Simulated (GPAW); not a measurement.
# The Ga K excitation threshold of GaN (P6_3mc) under uniform strain

For each volume the threshold was computed as E(hole) − E(ground) plus the lowest empty eigenvalue of the hole cell (GPAW, revPBE, 12-atom cell, total energies on 4×4×4 k points, the eigenvalue on 5×5×5, hole spin-paired). The values are raw; only their change is used. The threshold is the spectrum's zero, where absorption may be weak, not the visible edge.

| volume | ln(V/V₀) | threshold (eV) |
| --- | --- | --- |
| V × 0.94 | -0.06188 | 10401.948 |
| V × 0.97 | -0.03046 | 10401.812 |
| V × 1 | +0.00000 | ? |
| V × 1.03 | +0.02956 | 10401.547 |
| V × 1.06 | +0.05827 | 10401.418 |

The database entry behind the starting cell differs from later determinations by our own check (about 0.3 % short, ideal inner coordinate), so it need not match the best structure at ambient conditions.

**Question.** Fit a straight line in ln(V/V₀), give its slope, and predict the threshold at V × 1.

The means of the given rows are x̄ = -0.00113 and Ē = 10401.681 eV. Σ(x − x̄)(E − Ē) = -0.0398 and Σ(x − x̄)² = 0.009021, so the slope is -4.41 eV, and the line passes the given rows within 0.001 eV. At x = +0.00000 it gives 10401.681 + (-4.41) × (+0.00113) = 10401.676 eV. The run gives 10401.678 eV, a miss of -0.002 eV over a total move of -0.530 eV. The slope is the clamped-ion volume deformation potential of the lowest empty level of the hole cell on this mesh (the hole may pull it below the band edge) against the Ga 1s level, with the hole's relaxation included: the threshold falls by 0.044 eV for 1 % of expansion. The charged cell's image error also scales with the cell's size and isn't taken out.

[Hosts, paths, dates, database ids (printed as entryN), source tags and the programs' standing remarks are cut or masked in the printed files.]

[Lists of maxima count a maximum above −3 eV only where it reaches 4 % of the highest in the window and stands out from its surroundings by 2 % of it (1.5 % where it reaches 55 %); shoulders and weaker maxima are passed over, and of the rest the first, up to two pre-edge ones and the few strongest are named.]
